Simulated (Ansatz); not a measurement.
# SnO (model cell, started as zinc blende): a soft mode frozen in, part 3 of 3

Aim: this structure of SnO (model cell, started as zinc blende) is to be tested for unstable modes, and one is followed downhill.

Ansatz 0.2.0; DFT LDA, scalar-relativistic, plane waves, PAW.

So far. Step 5 (Energy along the mode, all amplitudes (two of the runs …): The lowest step is at 0.32 Å, 42.1 meV/atom below the parent, and the energy rises beyond it. Step 7 (The new phase in its own primitive cell): The largest force component left is 0.70 meV/Å and the pressure is 0.005 GPa, within the tolerances set. The cell now holds 16.92 Å³/atom. The relaxed cell has a = 5.266, c = 9.760 Å (conventional setting).

The structure was built from a prototype and need not be the compound's stable phase.

### 8. Modes of the new phase, k-mesh 8×8×8

A relaxed structure may still be a saddle point, so its zone-centre modes are computed. No field response is asked, since the mesh shows no gap.

Contents of input.yaml:

```yaml
crystal:
  lattice:
    - [-2.6329432208, 2.6329432208, 4.8801321391]
    - [2.6329432208, -2.6329432208, 4.8801321391]
    - [2.6329432208, 2.6329432208, -4.8801321391]
  atoms:
    - { symbol: Sn, position: [0.2994058809, 0.2994058809, 0.0] }
    - { symbol: Sn, position: [0.7005941191, 0.7005941191, 0.0] }
    - { symbol: Sn, position: [0.5, 0.0, 0.5] }
    - { symbol: Sn, position: [0.0, 0.5, 0.5] }
    - { symbol: O, position: [0.9583772866, 0.9583772866, 0.6079608559] }
    - { symbol: O, position: [0.3504164307, 0.3504164307, 0.3920391441] }
    - { symbol: O, position: [0.0416227134, 0.6495835693, 0.0] }
    - { symbol: O, position: [0.6495835693, 0.0416227134, 0.0] }
kpoints:
  mp_grid: { grid: [8, 8, 8] }
hamiltonian:
  xc: lda
scf:
  occupations: { method: methfessel_paxton, width: 0.15 }
output:
  eigenvalues: true
phonons:
  method: dfpt
```

Launch:

```
$ ansatz run input.yaml --threads 4 --pin off --max-ram 7168MiB --backend cpu --events-out ev --progress --plain --runs-dir out
```

Log:

```text
[...]
Crystal: 8 atoms, lattice volume = 135.324 Å³
Basis set: ecut = 420 eV, 2649 PW (Γ), exchange–correlation on 90×90×90 points (8 copies of the dense FFT grid, shifted against one another)
Bands: 48, of which v1, the nominal top of the filled ones, is band 40 counted from 1 (39 counted from 0)
Symmetry: 8 space group operations
k-points: 260 of 512 (irreducible under 1 space group operation, time reversal used)
[...]
SCF iter   1: F=—  HF=-25736.739286 eV  |F-HF|=—  |Δ(HF+E_count)|=         —  Δρ=1.83e-2  dr2=4.27e-1  ethr=1.77e-3  ⟨swp⟩=6.2  Hψ=49236  notcnv=0  defer=1
[...]
SCF iter  10: F=-25736.642627 eV  HF=-25736.642627 eV  |F-HF|=3.64e-12  |Δ(HF+E_count)|=  2.18e-11  S|Δr|=    0.00e0  Δρ=7.66e-8  dr2=5.62e-12  ethr=1.00e-12  ⟨swp⟩=11.5  Hψ=72435  notcnv=0
SCF 1 converged in 10 iterations: F = -25736.642627 eV  dr2 = 5.62e-12
[...]
DFPT response loops at Γ: preconditioner auto → Kerker (q_TF=auto, 2.499 Å⁻¹) (partly filled bands, converged f_vac=0.012); β = 1.00, the filter's whole step (`scf.mixing.beta` (0.50) is not read by the response loops under this deck's `scf.mixing.preconditioner`; to damp them name `kerker` or `kerker_dos`, under which they read `scf.mixing.beta`, and type it under 1.00, their step now; both keys bind the ground state too); Broyden in place of MSR1
SCF converged after 10 iterations
[...]
Free energy (F): -25736.642627 eV
[...]
Internal energy: -25736.643604 eV  (E = F + TS)
E sigma→0 (E₀):  -25736.642872 eV
Entropy (-TS):   0.000977 eV (0.122 meV/atom)
Fermi energy:    9.685200 eV
[...]
--- Band table (eV; the first three rows and the last of 260) ---
  k-point 0: bands = [... 36 lower, 6.7036, 9.1198, 9.3588, 9.8430, 10.9473, 10.9473, 12.9286, 13.6560, ... 4 higher]
  k-point 1: bands = [... 36 lower, 6.9654, 9.1617, 9.2387, 9.6089, 11.1267, 11.2095, 12.2706, 13.5118, ... 4 higher]
  k-point 2: bands = [... 36 lower, 7.3666, 8.6727, 9.0112, 9.3933, 11.3643, 11.5694, 11.8256, 13.1726, ... 4 higher]
  k-point 259: bands = [... 36 lower, 7.7787, 8.0202, 8.9240, 8.9240, 8.9673, 9.4935, 12.4165, 13.9447, ... 4 higher]
--- Phonons (Γ-DFPT): 7 representative perturbations + reference, on 260 of 512 k-points (Σ response iterations 28) ---
  k mesh reduced under 1 symmetry operation, with k and −k counted as one. Each operation leaves every solved perturbation unchanged. A smaller set is not used because it would not reduce the number of displacements times k-points to solve
  ASR residual: 6.143e-5 → 0.000e0 eV/Å²; symmetrization residual: 2.484e-6 eV/Å²
  ASR residual per site (eV/Å²): 5.53e-5 5.53e-5 6.14e-5 6.14e-5 4.65e-6 4.65e-6 4.65e-6 4.65e-6
  Γ frequencies (cm⁻¹): -88.02 -83.64 -83.64 -60.11 -60.11 0.00 0.00 0.00 86.12 95.04 95.04 122.17 136.20 140.57 152.53 152.53 190.50 190.50 279.50 288.41 426.33 426.33 461.89 519.14
  non-analytic LO–TO correction: not included (Born effective charges unavailable; polar crystals: no LO–TO splitting at Γ)
```

It took 10 min on 4 threads of Arm Neoverse V2, shared host; peak memory 4.5 GiB.

This step gave:

| Item | Value |
| --- | --- |
| sum-rule residual before enforcement | 6.14e-5 eV/Å² |
| point group | -42m |
| highest optical mode at the zone centre (no LO-TO term) | 519.1 cm⁻¹ |
| lowest optical zone-centre mode | -88.02 cm⁻¹ |

Patterns of degenerate modes are one choice out of their space. Modes at Γ, with each element's share of the kinetic energy (negative means imaginary):

| mode | frequency (cm⁻¹) | symmetry | Sn % | O % |
| --- | --- | --- | --- | --- |
| 1 | -88.0 | A2 | 21 | 79 |
| 2 | -83.6 | E | 71 | 29 |
| 3 | -83.6 | E | 71 | 29 |
| 4 | -60.1 | E | 63 | 37 |
| 5 | -60.1 | E | 63 | 37 |
| 6 | 0.0 | acoustic | 88 | 12 |
| 7 | 0.0 | acoustic | 88 | 12 |
| 8 | 0.0 | acoustic | 88 | 12 |
| 9 | 86.1 | A2 | 79 | 21 |
| 10 | 95.0 | E | 43 | 57 |
| 11 | 95.0 | E | 43 | 57 |
| 12 | 122.2 | B2 | 82 | 18 |
| 13 | 136.2 | B1 | 0 | 100 |
| 14 | 140.6 | A1 | 89 | 11 |
| 15 | 152.5 | E | 81 | 19 |
| 16 | 152.5 | E | 81 | 19 |
| 17 | 190.5 | E | 40 | 60 |
| 18 | 190.5 | E | 40 | 60 |
| 19 | 279.5 | B2 | 24 | 76 |
| 20 | 288.4 | A1 | 6 | 94 |
| 21 | 426.3 | E | 13 | 87 |
| 22 | 426.3 | E | 13 | 87 |
| 23 | 461.9 | B2 | 6 | 94 |
| 24 | 519.1 | A1 | 5 | 95 |

Displacements in mode 1 (-88.0 cm⁻¹), the largest set to 1:
```
Sn1  0.00  0.00  0.00
Sn2  0.00  0.00  0.00
Sn3  0.00  0.00 -0.37
Sn4  0.00  0.00  0.37
O5  -1.00  1.00  0.00
O6   1.00 -1.00  0.00
O7   1.00  1.00  0.00
O8  -1.00 -1.00  0.00
```

Displacements in mode 16 (152.5 cm⁻¹), the largest set to 1:
```
Sn1  0.72  0.19  0.00
Sn2 -0.70 -0.03  0.00
Sn3  0.15 -0.84  0.00
Sn4 -0.13  0.98  0.00
O5   0.83 -0.41  0.04
O6   0.83 -0.41 -0.04
O7  -1.00 -0.70  0.03
O8  -1.00 -0.70 -0.03
```

Before it was imposed, the acoustic sum rule was missed by 6.1e-5 eV/Å². Small misses are needed for a sound result but don't prove that mesh and cutoff are converged. The lowest optical mode is imaginary, 88.0i cm⁻¹, so the energy falls along it.

### 9. The phases reached

The phases reached along the modes that were followed are set side by side.

Energies are those of the first relaxation, on the mesh of the frozen mode; space group, volume and gap are those of the last relaxation. Phases, by row:

```
                    mode frozen in  space group  energy from parent (meV/atom)  volume (Å³/atom)  gap on mesh (eV)  lowest zone-centre optical mode (cm⁻¹)  largest shift (Å)
                            parent        F-43m                              0             18.85                 0                                       –                  –
    q = (0, -0.5, -0.5), 259i cm⁻¹        P-4m2                         -65.58             17.86                 0                                   -31.6              0.454
q = (0.25, -0.5, -0.25), 250i cm⁻¹        I-42m                         -159.2             16.92                 0                                     -88              0.494
```

### 10. Results

```json
{
 "unstable mode of the parent": "q = (0.25, -0.5, -0.25), 250i cm⁻¹",
 "depth at the lowest point sampled": "42.1 meV/atom",
 "largest atomic shift at that point": "0.32 Å",
 "space group reached": "I-42m",
 "energy gained over the parent (first relaxation, on the mesh of the frozen mode)": "159 meV/atom",
 "volume per atom, phase reached": "16.9 Å³",
 "lowest optical zone-centre mode, phase reached": "-88.0 cm⁻¹",
 "highest optical mode at the zone centre (no LO-TO term), phase reached": "519 cm⁻¹"
}
```

Along this mode the structure falls into I-42m, 159 meV/atom below the parent. At the parent's cell the well is 42.05 meV/atom deep on the steps tried, with its lowest point at a shift of 0.32 Å. Relaxing atoms and cell changes the gain by +117.16 meV/atom against the lowest step (energies at zero smearing). Most of the total comes from this relaxation. The new phase still has an imaginary mode at the zone centre of its cell, so it is a saddle point on the way to a lower structure. Of the 2 patterns followed from this parent, this one reaches the lowest energy. Each path keeps the symmetry of its pattern, so a lower phase may lie along a pattern not tried. With no gap, or one that is small against the smearing, the frequencies hang on the k mesh and the smearing, most of all near Kohn anomalies. The volume moved by more than a tenth on the k mesh of the start, so the energy gain is rough. A semilocal functional can close a gap that the real compound would have, so the metallic treatment may be an artefact of the level. Spin-orbit coupling is left out, which can matter for the heavy elements here. A phonon run warned that its eigensolver left some bands unconverged in a pass. The starting cell was built on a prototype and not taken from a measurement, so the phase need not exist.

[Long decimals in the printed logs are rounded to 6 places.]

[Logs are printed without paths, hosts, clocks, repeated set-up lines and the standing remarks that a program may print on its own settings, such as how far it seeks lower states.]

[Hosts, paths, dates, database ids (printed as entryN), source tags and the programs' standing remarks are cut or masked in the printed files.]

[Where the starting crystal was built by hand or by swapping elements, it need not be the compound's stable phase.]
